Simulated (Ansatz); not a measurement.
KSrYWO6 (F-43m), computed twice by G0W0.

```
K Sr Y W O
1.0
     0.00000    4.19349    4.19349
     4.19349    0.00000    4.19349
     4.19349    4.19349    0.00000
K Sr Y W O
1 1 1 1 6
Direct
  0.25000 0.25000 0.25000
  0.75000 0.75000 0.75000
  0.50000 0.50000 0.50000
  0.00000 0.00000 0.00000
  0.76724 0.23276 0.23276
  0.23276 0.76724 0.76724
  0.76724 0.76724 0.23276
  0.23276 0.23276 0.76724
  0.23276 0.76724 0.23276
  0.76724 0.23276 0.76724
```

The cell and positions are those that the Materials Project relaxed with its own functionals (PBE, PBE+U or r2SCAN), kept fixed. Spin-orbit coupling is left out unless a run names it.

The first (Ansatz 0.2.0; start PBE with 10 % screened exact exchange, 4×4×4 mesh, 615 empty bands, screening to 150 eV, PAW set soft_1 files; 1 × NVIDIA H100 80GB HBM3 (shared by 6 runs) with 2 threads of AMD EPYC 7R13 (Zen 3), shared host) gave, on its mesh: starting gap 2.97 eV, G0W0 gap 4.00 eV, RPA ε∞ (mean) 3.96, 83 s.

Question: The second changes start from PBE with 10 % screened exact exchange to PBE with 75 % screened exact exchange. What does it give?

It gave: starting gap 6.92 eV, G0W0 gap 5.17 eV, RPA ε∞ (mean) 2.57, 2.7 min. The G0W0 gap moves by +1.17 eV, +3.95 eV from the start and −2.78 eV from the correction. Σc changes by −1.02 eV at the valence top and +0.41 eV at the conduction bottom, and Σx − Vxc between them by −4.21 eV.

Limits: not at the basis limit; no spin-orbit coupling.

[Paths, hosts, dates, memory and timing lines, banners, echoed tables and standing remarks are left out of the program output.]

[Logs are printed without paths, hosts, clocks, repeated set-up lines and the standing remarks that a program may print on its own settings, such as how far it seeks lower states.]

[Runs of the session that timed out or met a known fault of the program may be left out.]

[Cells called generated may have been cut or substituted from an entry of the Crystallography Open Database or the Materials Project.]

[Hosts, paths, dates, database ids (printed as entryN), source tags and the programs' standing remarks are cut or masked in the printed files.]
